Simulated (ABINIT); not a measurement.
**BaLiF3 (Pm-3m): G0W0 in ABINIT against the screening cutoff in the self-energy**

How does the gap of BaLiF3 (Pm-3m) converge in the screening cutoff in the self-energy?

Method: LDA and many-body steps on it, plane waves, in ABINIT 10.8.3.

**1. Starting point**

Symmetry: Pm-3m, No. 221, cubic system. Conventional cell: a = 3.989 Å, b = 3.989 Å, c = 3.989 Å, α = 90.00°, β = 90.00°, γ = 90.00°. Nearest to Ba lie 12 F at 2.82 Å. Li has 6 F at 1.99 Å nearest. Nearest to F lie 2 Li at 1.99 Å and 4 Ba at 2.82 Å. Farther neighbours and most contacts between anions are not listed.

The cell and positions are those that the Materials Project relaxed with its own functionals (PBE, PBE+U or r2SCAN), kept fixed. Spin-orbit coupling is left out unless a step names it.

**2. Screening, 2×2×2 mesh, 120 bands, screening to 176.9 eV**

This step: ABINIT 10.8.3; RPA screening on LDA, plane waves, norm-conserving pseudopotentials.

The RPA dielectric matrix is built and inverted for each q.

run.abi

```
acell 3*1.0 Angstrom
rprim 
  3.988581640000 0.000000000000 0.000000000000
  0.000000000000 3.988581640000 0.000000000000
  0.000000000000 0.000000000000 3.988581640000
ntypat 3
znucl 56 3 9
natom 5
typat 1 2 3 3 3
xred 
  0.000000000000 0.000000000000 0.000000000000
  0.500000000000 0.500000000000 0.500000000000
  0.000000000000 0.500000000000 0.500000000000
  0.500000000000 0.500000000000 0.000000000000
  0.500000000000 0.000000000000 0.500000000000
pp_dirpath "pseudos"
pseudos "Ba.upf, Li.upf, F.upf"
ecut 36
ngkpt 2 2 2
nshiftk 1
shiftk 0 0 0
kptopt 1
chksymbreak 0
istwfk *1
occopt 1
irdwfk 1
optdriver 3
nband 120
ecuteps 6.5
inclvkb 2
awtr 1
symchi 1
indata_prefix "in"
outdata_prefix "out"
tmpdata_prefix "tmp"
```

Started as:

```sh
> OMP_NUM_THREADS=1 mpirun -n 4 abinit run.abi > log
```

The log of the run:

```text
.Version 10.8.3 of ABINIT. v10.8.2 released Aug 2026.

 Symmetries : space group Pm -3 m (#221); Bravais cP (primitive cubic)
[... echo of the input left out ...]
== DATASET  1 ==================================================================
-   mpi_nproc: 4, omp_nthreads: 1 (-1 if OMP is not activated)

--- !DatasetInfo
iteration_state: {dtset: 1, }
dimensions: {natom: 5, nkpt: 4, mband: 120, nsppol: 1, nspinor: 1, nspden: 1, mpw: 4468, }
cutoff_energies: {ecut:  36.0, pawecutdg:  -1.0, }
electrons: {nelect:   3.40000000E+01, charge:   0.00000000E+00, occopt:   1.00000000E+00, tsmear:   1.00000000E-02, }

 SCREENING: Calculation of the susceptibility and dielectric matrices

 Based on a program developped by R.W. Godby, V. Olevano, G. Onida, and L. Reining.
 Incorporated in ABINIT by V. Olevano, G.-M. Rignanese, and M. Torrent.
.Using double precision arithmetic ; gwpc =  8

[... cell and pseudopotentials left out ...]
--------------------------------------------------------------------------------

 ==== K-mesh for the wavefunctions ====
 Number of points in the irreducible wedge :     4
[... list of points left out ...]
 Together with 48 symmetry operations and time-reversal symmetry
 yields     8 points in the full Brillouin Zone.

 ==== Q-mesh for the screening function ====
 Number of points in the irreducible wedge :     4
[... list of points left out ...]
 Together with 48 symmetry operations and time-reversal symmetry
 yields     8 points in the full Brillouin Zone.

 setmesh: FFT mesh size selected  =    30x   30x   30
          total number of points  =        27000

 vcoul_init : cutoff-mode = AUXILIARY_FUNCTION
 q-points for optical limit:   1
     1)      0.000010    0.000020    0.000030

- screening: taking advantage of time-reversal symmetry
- Maximum band index for partially occupied states nbvw = 17
- Remaining bands to be divided among processors   nbcw = 103
- Number of bands treated by each node ~25

 Number of electrons calculated from density =   34.0000; Expected =   34.0000
 average of density, n =  0.079401
 r_s =    1.4433
 omega_plasma =   27.1812 [eV]

 calculating chi0 at frequencies [eV] :
  1    0.000000E+00    0.000000E+00
  2    0.000000E+00    2.718123E+01

--------------------------------------------------------------------------------
  q-point number  1        q = ( 0.000000, 0.000000, 0.000000) [r.l.u.]
--------------------------------------------------------------------------------
[... chi0 elements left out ...]
 For q-point:  0.000010 0.000020 0.000030
  dielectric constant =   2.6926
  dielectric constant without local fields =   2.9264

  Average fulfillment of the sum rule on Im[epsilon] for q-point    1 :     62.79  [%]
[... wings left out ...]
  q-point number  2        q = ( 0.500000, 0.000000, 0.000000) [r.l.u.]
--------------------------------------------------------------------------------
[... chi0 elements left out ...]
  Average fulfillment of the sum rule on Im[epsilon] for q-point    2 :     69.76  [%]

 [... 2 further q-points ...]
```

Run time: 13 s. Hardware: 4 MPI ranks of Arm Neoverse V1, shared host; peak memory 0.74 GiB; 51 s of CPU time.

This step gave:

* ε∞ with local fields, on this mesh, along the program's q direction: 2.693
* the same without local fields: 2.926
* plasma frequency: 27.18 eV
* plane waves in the screening matrix: 341

Local fields lower ε∞ by 8 %. On a Γ-centred mesh this coarse the value itself is usually too large, while a short band sum pulls it down.

**3. 0.7 Ha**

This step: G0W0 on LDA, plane waves, norm-conserving pseudopotentials.

Edit run.abi of step 2 so:

```diff
@@ -26,8 +26,15 @@
 irdwfk 1
-optdriver 3
+optdriver 4
 nband 120
-ecuteps 6.5
-inclvkb 2
-awtr 1
-symchi 1
+gwcalctyp 0
+ecutsigx 36
+symsigma 1
+nkptgw 1
+kptgw 
+  0.0000000000 0.0000000000 0.0000000000
+bdgw 
+  15 19
+ecuteps 0.7
+irdscr 1
+ppmodel 1
 indata_prefix "in"
```

The log of the run:

```text
.Version 10.8.3 of ABINIT. v10.8.2 released Aug 2026.

 Symmetries : space group Pm -3 m (#221); Bravais cP (primitive cubic)
[... echo of the input left out ...]
== DATASET  1 ==================================================================
-   mpi_nproc: 4, omp_nthreads: 1 (-1 if OMP is not activated)

--- !DatasetInfo
iteration_state: {dtset: 1, }
dimensions: {natom: 5, nkpt: 4, mband: 120, nsppol: 1, nspinor: 1, nspden: 1, mpw: 4468, }
cutoff_energies: {ecut:  36.0, pawecutdg:  -1.0, }
electrons: {nelect:   3.40000000E+01, charge:   0.00000000E+00, occopt:   1.00000000E+00, tsmear:   1.00000000E-02, }

 SIGMA: Calculation of the GW corrections

 Based on a program developped by R.W. Godby, V. Olevano, G. Onida, and L. Reining.
 Incorporated in ABINIT by V. Olevano, G.-M. Rignanese, and M. Torrent.
.Using double precision arithmetic ; gwpc =  8

[... cell and pseudopotentials left out ...]
--------------------------------------------------------------------------------

 ==== K-mesh for the wavefunctions ====
 Number of points in the irreducible wedge :     4
[... list of points left out ...]
 Together with 48 symmetry operations and time-reversal symmetry
 yields     8 points in the full Brillouin Zone.

 ==== Q-mesh for screening function ====
 Number of points in the irreducible wedge :     4
[... list of points left out ...]
 Together with 48 symmetry operations and time-reversal symmetry
 yields     8 points in the full Brillouin Zone.

 vcoul_init : cutoff-mode = AUXILIARY_FUNCTION
 q-points for optical limit:   1
     1)      0.000010    0.000020    0.000030
 setmesh: FFT mesh size selected  =    45x   45x   45
          total number of points  =        91125

 Number of electrons calculated from density =   34.0000; Expected =   34.0000
 average of density, n =  0.079401
 r_s =    1.4433
 omega_plasma =   27.1812 [eV]

 === KS Band Gaps ===
  >>>> For spin  1
   Minimum direct gap =   6.5504 [eV], located at k-point      :   0.0000  0.0000  0.0000
   Fundamental gap    =   6.5504 [eV], Top of valence bands at :   0.0000  0.0000  0.0000
                                       Bottom of conduction at :   0.0000  0.0000  0.0000
 SIGMA fundamental parameters:
 PLASMON POLE MODEL  1
 number of plane-waves for SigmaX                 4385
 number of plane-waves for SigmaC and W             19
 number of plane-waves for wavefunctions          4385
 number of bands                                   120
 number of independent spin polarizations            1
 number of spinorial components                      1
 number of k-points in IBZ                           4
 number of q-points in IBZ                           4
 number of symmetry operations                      48
 number of k-points in BZ                            8
 number of q-points in BZ                            8
 number of frequencies for dSigma/dE                 9
 frequency step for dSigma/dE [eV]                0.25
 number of omega for Sigma on real axis              0
 max omega for Sigma on real axis  [eV]           0.00
 zcut for avoiding poles [eV]                     0.10

 EPSILON^-1 parameters (SCR file):
 dimension of the eps^-1 matrix on file            341
 dimension of the eps^-1 matrix used                19
 number of plane-waves for wavefunctions          4385
 number of bands                                   120
 number of q-points in IBZ                           4
 number of frequencies                               2
 number of real frequencies                          1
 number of imag frequencies                          1

 matrix elements of self-energy operator (all in [eV])

 Perturbative Calculation

--- !SelfEnergy_ee
iteration_state: {dtset: 1, }
kpoint     : [   0.000,    0.000,    0.000, ]
spin       : 1
KS_gap     :    6.550
QP_gap     :   11.759
Delta_QP_KS:    5.208
data: !SigmaeeData |
     Band     E0 <VxcDFT>   SigX SigC(E0)      Z dSigC/dE  Sig(E)    E-E0       E
       15   1.789 -22.500 -29.824   3.448   0.871  -0.149 -25.874  -3.375  -1.585
       16   1.789 -22.500 -29.824   3.448   0.871  -0.149 -25.874  -3.375  -1.585
       17   1.789 -22.500 -29.824   3.448   0.871  -0.149 -25.874  -3.375  -1.585
       18   8.340 -10.222  -4.967  -3.190   0.888  -0.127  -8.388   1.834  10.174
       19   8.340 -10.222  -4.967  -3.190   0.888  -0.127  -8.388   1.834  10.174

== END DATASET(S) ==============================================================
================================================================================

 -outvars: echo values of variables after computation  --------
           etotal      0.0000000000E+00
            nband         120
             nkpt           4
          spgroup         221
 [... the other variables as echoed above ...]

 Calculation completed.
```

The job ended after 3.4 s (4 MPI ranks; peak memory 0.59 GiB).

This step gave:

* G0W0 gap on the points computed: 11.76 eV
* starting gap on the mesh: 6.550 eV
* k of the valence top: 0, 0, 0
* k of the conduction bottom: 0, 0, 0
* Z at the valence top: 0.871
* Z at the conduction bottom: 0.888
* least direct G0W0 gap on the computed points: 11.76 eV

**4. 1.3 Ha**

Edit run.abi of step 3 so:

```diff
@@ -36,3 +36,3 @@
   15 19
-ecuteps 0.7
+ecuteps 1.3
 irdscr 1
```

The log of the run:

```text
.Version 10.8.3 of ABINIT. v10.8.2 released Aug 2026.

 Symmetries : space group Pm -3 m (#221); Bravais cP (primitive cubic)
[... echo of the input left out ...]
== DATASET  1 ==================================================================
-   mpi_nproc: 4, omp_nthreads: 1 (-1 if OMP is not activated)

--- !DatasetInfo
iteration_state: {dtset: 1, }
dimensions: {natom: 5, nkpt: 4, mband: 120, nsppol: 1, nspinor: 1, nspden: 1, mpw: 4468, }
cutoff_energies: {ecut:  36.0, pawecutdg:  -1.0, }
electrons: {nelect:   3.40000000E+01, charge:   0.00000000E+00, occopt:   1.00000000E+00, tsmear:   1.00000000E-02, }

 SIGMA: Calculation of the GW corrections

 Based on a program developped by R.W. Godby, V. Olevano, G. Onida, and L. Reining.
 Incorporated in ABINIT by V. Olevano, G.-M. Rignanese, and M. Torrent.
.Using double precision arithmetic ; gwpc =  8

[... cell and pseudopotentials left out ...]
--------------------------------------------------------------------------------

 ==== K-mesh for the wavefunctions ====
 Number of points in the irreducible wedge :     4
[... list of points left out ...]
 Together with 48 symmetry operations and time-reversal symmetry
 yields     8 points in the full Brillouin Zone.

 ==== Q-mesh for screening function ====
 Number of points in the irreducible wedge :     4
[... list of points left out ...]
 Together with 48 symmetry operations and time-reversal symmetry
 yields     8 points in the full Brillouin Zone.

 vcoul_init : cutoff-mode = AUXILIARY_FUNCTION
 q-points for optical limit:   1
     1)      0.000010    0.000020    0.000030
 setmesh: FFT mesh size selected  =    45x   45x   45
          total number of points  =        91125

 Number of electrons calculated from density =   34.0000; Expected =   34.0000
[...]
number of q-points in IBZ                           4
 number of symmetry operations                      48
 number of k-points in BZ                            8
 number of q-points in BZ                            8
 number of frequencies for dSigma/dE                 9
 frequency step for dSigma/dE [eV]                0.25
 number of omega for Sigma on real axis              0
 max omega for Sigma on real axis  [eV]           0.00
 zcut for avoiding poles [eV]                     0.10

 EPSILON^-1 parameters (SCR file):
 dimension of the eps^-1 matrix on file            341
 dimension of the eps^-1 matrix used                27
 number of plane-waves for wavefunctions          4385
 number of bands                                   120
 number of q-points in IBZ                           4
 number of frequencies                               2
 number of real frequencies                          1
 number of imag frequencies                          1

 matrix elements of self-energy operator (all in [eV])

 Perturbative Calculation

--- !SelfEnergy_ee
iteration_state: {dtset: 1, }
kpoint     : [   0.000,    0.000,    0.000, ]
spin       : 1
KS_gap     :    6.550
QP_gap     :   11.422
Delta_QP_KS:    4.871
data: !SigmaeeData |
     Band     E0 <VxcDFT>   SigX SigC(E0)      Z dSigC/dE  Sig(E)    E-E0       E
       15   1.789 -22.500 -29.824   3.670   0.862  -0.160 -25.651  -3.151  -1.362
       16   1.789 -22.500 -29.824   3.670   0.862  -0.160 -25.651  -3.151  -1.362
       17   1.789 -22.500 -29.824   3.670   0.862  -0.160 -25.651  -3.151  -1.362
       18   8.340 -10.222  -4.967  -3.308   0.883  -0.132  -8.502   1.720  10.060
       19   8.340 -10.222  -4.967  -3.308   0.883  -0.132  -8.502   1.720  10.060

== END DATASET(S) ==============================================================
================================================================================

 -outvars: echo values of variables after computation  --------
           etotal      0.0000000000E+00
            nband         120
             nkpt           4
          spgroup         221
 [... the other variables as echoed above ...]

 Calculation completed.
```

It took 3.4 s on 4 MPI ranks; peak memory 0.59 GiB.

This step gave:

| Property | Result |
| --- | --- |
| G0W0 gap on the points computed | 11.42 eV |
| starting gap on the mesh | 6.550 eV |
| k of the valence top | 0, 0, 0 |
| k of the conduction bottom | 0, 0, 0 |
| Z at the valence top | 0.862 |
| Z at the conduction bottom | 0.883 |
| least direct G0W0 gap on the computed points | 11.42 eV |

**5. 2.3 Ha**

The self-energy is evaluated for the states that the input lists, and the levels follow from it, in one-shot runs by the linearised quasiparticle equation.

Edit run.abi of step 4 so:

```diff
@@ -36,3 +36,3 @@
   15 19
-ecuteps 1.3
+ecuteps 2.3
 irdscr 1
```

The log of the run:

```text
.Version 10.8.3 of ABINIT. v10.8.2 released Aug 2026.

 Symmetries : space group Pm -3 m (#221); Bravais cP (primitive cubic)
[... echo of the input left out ...]
== DATASET  1 ==================================================================
-   mpi_nproc: 4, omp_nthreads: 1 (-1 if OMP is not activated)

--- !DatasetInfo
iteration_state: {dtset: 1, }
dimensions: {natom: 5, nkpt: 4, mband: 120, nsppol: 1, nspinor: 1, nspden: 1, mpw: 4468, }
cutoff_energies: {ecut:  36.0, pawecutdg:  -1.0, }
[...]
17   1.789 -22.500 -29.824   4.696   0.827  -0.210 -24.672  -2.173  -0.383
       18   8.340 -10.222  -4.967  -3.426   0.879  -0.138  -8.614   1.608   9.948
       19   8.340 -10.222  -4.967  -3.426   0.879  -0.138  -8.614   1.608   9.948

== END DATASET(S) ==============================================================
================================================================================

 -outvars: echo values of variables after computation  --------
           etotal      0.0000000000E+00
            nband         120
             nkpt           4
          spgroup         221
 [... the other variables as echoed above ...]

 Calculation completed.
```

The job ended after 3.6 s (4 MPI ranks; peak memory 0.6 GiB).

This step gave:

```yaml
g0w0_gap_on_the_points_computed: 10.33 eV
starting_gap_on_the_mesh: 6.550 eV
k_of_the_valence_top: 0, 0, 0
k_of_the_conduction_bottom: 0, 0, 0
least_direct_g0w0_gap_on_the_computed_points: 10.33 eV
```

The gap on the mesh goes from 6.55 eV to 10.33 eV, a correction of +3.78 eV.

[end of part 1 of 2]

[Paths, hosts, dates, memory and timing lines, banners, echoed tables and standing remarks are left out of the program output.]

[Logs are printed without paths, hosts, clocks, repeated set-up lines and the standing remarks that a program may print on its own settings, such as how far it seeks lower states.]

[Runs of the session that timed out or met a known fault of the program may be left out.]

[No measured gap is set beside runs whose start may be inverted or whose files or cutoffs have a known fault.]

[Hosts, paths, dates, database ids (printed as entryN), source tags and the programs' standing remarks are cut or masked in the printed files.]

[G0W0 gaps are taken among the corrected bands and points alone; a level outside them can change the order at an edge.]

[Where Ansatz stands beside ABINIT at settings called matched, ABINIT's density can come from a denser mesh and the files from another edition; pairs whose starting gaps differed by over 0.03 eV were left out, so agreement reads better than it is.]
